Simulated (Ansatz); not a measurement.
# Is Mg (Magnesium, P6_3/mmc) stable when the ions move?, part 2 of 3

How do the phonons of Mg (Magnesium) change with temperature at fixed cell?

Ansatz 0.2.0; DFT PBEsol, scalar-relativistic, plane waves, PAW; PAW set soft_1.

So far. Step 2 (Probe on a coarse mesh): The start is under -1.1 GPa at this level and looks like a metal on this mesh. Step 4 (Tight relaxation): The residual pressure is 0.0029 GPa, small enough for phonons. The relaxed cell has a = 3.191, c = 5.101 Å (conventional setting).

## 5. Self-consistent phonons (continued)

450 K; each column in its own order of rank; one wavevector of each set of like ones; translations left out; no LO-TO term. Modes at 450K, by row:

```
    q1      q2   q3  rank  harmonic (cm⁻¹)  gaussian (cm⁻¹)  gaussian error (cm⁻¹)  hessian (cm⁻¹)  hessian error (cm⁻¹)  path integral (cm⁻¹)  path integral error (cm⁻¹)
     0       0    0     1            131.1              132                    0.1           122.7                   0.3                 120.8                         0.7
     0       0    0     2            131.1              132                    0.1           122.7                   0.3                 120.8                         0.7
     0       0    0     3            269.4            278.5                    0.4           271.4                   0.9                 271.9                         1.3
     0       0  0.5     1             97.6             97.5                    0.1            92.4                   0.1                  91.8                         0.4
     0       0  0.5     2             97.6             97.5                    0.1            92.4                   0.1                  91.8                         0.4
     0       0  0.5     3             97.6             97.5                    0.1            92.4                   0.1                  91.8                         0.4
     0       0  0.5     4             97.6             97.5                    0.1            92.4                   0.1                  91.8                         0.4
     0       0  0.5     5            177.3            185.8                    0.2           179.2                   0.5                 179.4                         0.7
     0       0  0.5     6            177.3            185.8                    0.2           179.2                   0.5                 179.4                         0.7
     0  0.3333    0     1            104.3            105.1                    0.1             100                   0.1                  99.1                         0.2
     0  0.3333    0     2            114.3            117.3                    0.2           110.8                   0.2                 109.9                         0.4
     0  0.3333    0     3            175.5            178.7                    0.2           172.1                   0.2                 171.3                         0.7
     0  0.3333    0     4            191.1            199.1                    0.1           192.7                   0.3                 192.4                         0.4
     0  0.3333    0     5            218.2            225.9                    0.1           218.2                   0.1                 217.2                         0.5
     0  0.3333    0     6            220.5            230.7                    0.3           222.2                   0.3                   222                         0.8
     0  0.3333  0.5     1            142.1            144.6                    0.1           137.8                   0.2                 137.1                         0.4
     0  0.3333  0.5     2            142.1            144.6                    0.1           137.8                   0.2                 137.1                         0.4
     0  0.3333  0.5     3            154.4            158.4                    0.1           152.1                   0.2                 151.5                         0.3
     0  0.3333  0.5     4            154.4            158.4                    0.1           152.1                   0.2                 151.5                         0.3
     0  0.3333  0.5     5              233            241.5                    0.2           234.1                   0.3                 233.3                         0.5
     0  0.3333  0.5     6              233            241.5                    0.2           234.1                   0.3                 233.3                         0.5
0.3333  0.3333    0     1            177.2            182.8                    0.1           174.1                   0.1                 172.9                         0.5
0.3333  0.3333    0     2            177.2            182.8                    0.1           174.1                   0.1                 172.9                         0.5
0.3333  0.3333    0     3            184.1            191.6                    0.2           183.3                   0.3                 182.7                         0.7
0.3333  0.3333    0     4            184.1            194.2                    0.2           183.3                   0.3                 182.7                         0.7
0.3333  0.3333    0     5            186.4            194.2                    0.2           186.5                   0.4                 185.7                         0.7
0.3333  0.3333    0     6              218            227.7                    1.7           220.5                   1.9                   220                         1.7
0.3333  0.3333  0.5     1            136.4              139                    0.1           131.6                   0.2                 130.9                         0.5
0.3333  0.3333  0.5     2            136.4              139                    0.1           131.6                   0.2                 130.9                         0.5
0.3333  0.3333  0.5     3            207.7            214.5                    0.3             208                   0.3                 208.1                         0.6
0.3333  0.3333  0.5     4            207.7            214.5                    0.3             208                   0.3                 208.1                         0.6
0.3333  0.3333  0.5     5            233.9            242.4                    0.1           233.5                   0.2                 232.4                         0.6
0.3333  0.3333  0.5     6            233.9            242.4                    0.1           233.5                   0.2                 232.4                         0.6
```

600 K; each column in its own order of rank; one wavevector of each set of like ones; translations left out; no LO-TO term. Modes at 600K, by row:

```
    q1      q2   q3  rank  harmonic (cm⁻¹)  gaussian (cm⁻¹)  gaussian error (cm⁻¹)  hessian (cm⁻¹)  hessian error (cm⁻¹)  path integral (cm⁻¹)  path integral error (cm⁻¹)
     0       0    0     1            131.1            132.1                    0.2             120                   0.3                 116.9                         1.6
     0       0    0     2            131.1            132.1                    0.2             120                   0.3                 116.9                         1.6
     0       0    0     3            269.4            281.6                    0.4           272.4                   0.5                 271.1                         1.1
     0       0  0.5     1             97.6             97.5                      0            90.8                   0.1                  89.5                         0.5
     0       0  0.5     2             97.6             97.5                      0            90.8                   0.1                  89.5                         0.5
     0       0  0.5     3             97.6             97.5                      0            90.8                   0.1                  89.5                         0.5
     0       0  0.5     4             97.6             97.5                      0            90.8                   0.1                  89.5                         0.5
     0       0  0.5     5            177.3              188                    0.2           179.5                   0.5                 179.6                         0.9
     0       0  0.5     6            177.3              188                    0.2           179.5                   0.5                 179.6                         0.9
     0  0.3333    0     1            104.3            105.5                    0.1            98.8                   0.1                  97.5                         0.3
     0  0.3333    0     2            114.3            118.2                    0.1           109.6                   0.2                   108                         0.4
     0  0.3333    0     3            175.5            179.5                      0             171                   0.1                 169.2                         0.4
     0  0.3333    0     4            191.1            201.2                    0.2           192.9                   0.2                 192.1                         0.4
     0  0.3333    0     5            218.2              228                    0.1             218                   0.2                 217.5                         0.6
     0  0.3333    0     6            220.5            233.7                    0.3           222.6                   0.3                 221.1                         0.6
     0  0.3333  0.5     1            142.1            145.3                      0           136.5                   0.1                 134.9                         0.3
     0  0.3333  0.5     2            142.1            145.3                      0           136.5                   0.1                 134.9                         0.3
     0  0.3333  0.5     3            154.4            159.5                    0.1           151.3                   0.2                 150.2                         0.4
     0  0.3333  0.5     4            154.4            159.5                    0.1           151.3                   0.2                 150.2                         0.4
     0  0.3333  0.5     5              233            243.6                    0.3             234                   0.5                 232.7                         0.5
     0  0.3333  0.5     6              233            243.6                    0.3             234                   0.5                 232.7                         0.5
0.3333  0.3333    0     1            177.2            184.5                    0.1           173.2                   0.2                 171.6                         0.5
0.3333  0.3333    0     2            177.2            184.5                    0.1           173.2                   0.2                 171.6                         0.5
0.3333  0.3333    0     3            184.1            193.2                    0.3           182.9                   0.4                 181.4                         0.7
0.3333  0.3333    0     4            184.1            196.9                    0.3           182.9                   0.4                 181.4                         0.7
0.3333  0.3333    0     5            186.4            196.9                    0.3           186.5                   0.4                 186.1                         0.9
0.3333  0.3333    0     6              218            229.7                    0.5           220.5                   0.8                 219.5                           1
0.3333  0.3333  0.5     1            136.4            139.7                    0.1           130.2                   0.2                 128.4                         0.7
0.3333  0.3333  0.5     2            136.4            139.7                    0.1           130.2                   0.2                 128.4                         0.7
0.3333  0.3333  0.5     3            207.7            216.2                    0.4           207.7                   0.5                 206.6                         0.7
0.3333  0.3333  0.5     4            207.7            216.2                    0.4           207.7                   0.5                 206.6                         0.7
0.3333  0.3333  0.5     5            233.9            244.8                    0.1           233.4                   0.2                 232.2                         0.8
0.3333  0.3333  0.5     6            233.9            244.8                    0.1           233.4                   0.2                 232.2                         0.8
```

(Part 2 of 3 ends here.)

[Logs are printed without paths, hosts, clocks, repeated set-up lines and the standing remarks that a program may print on its own settings, such as how far it seeks lower states.]

[Hosts, paths, dates, database ids (printed as entryN), source tags and the programs' standing remarks are cut or masked in the printed files.]

[A step with changed settings may run another functional than the one named; its input shows which.]
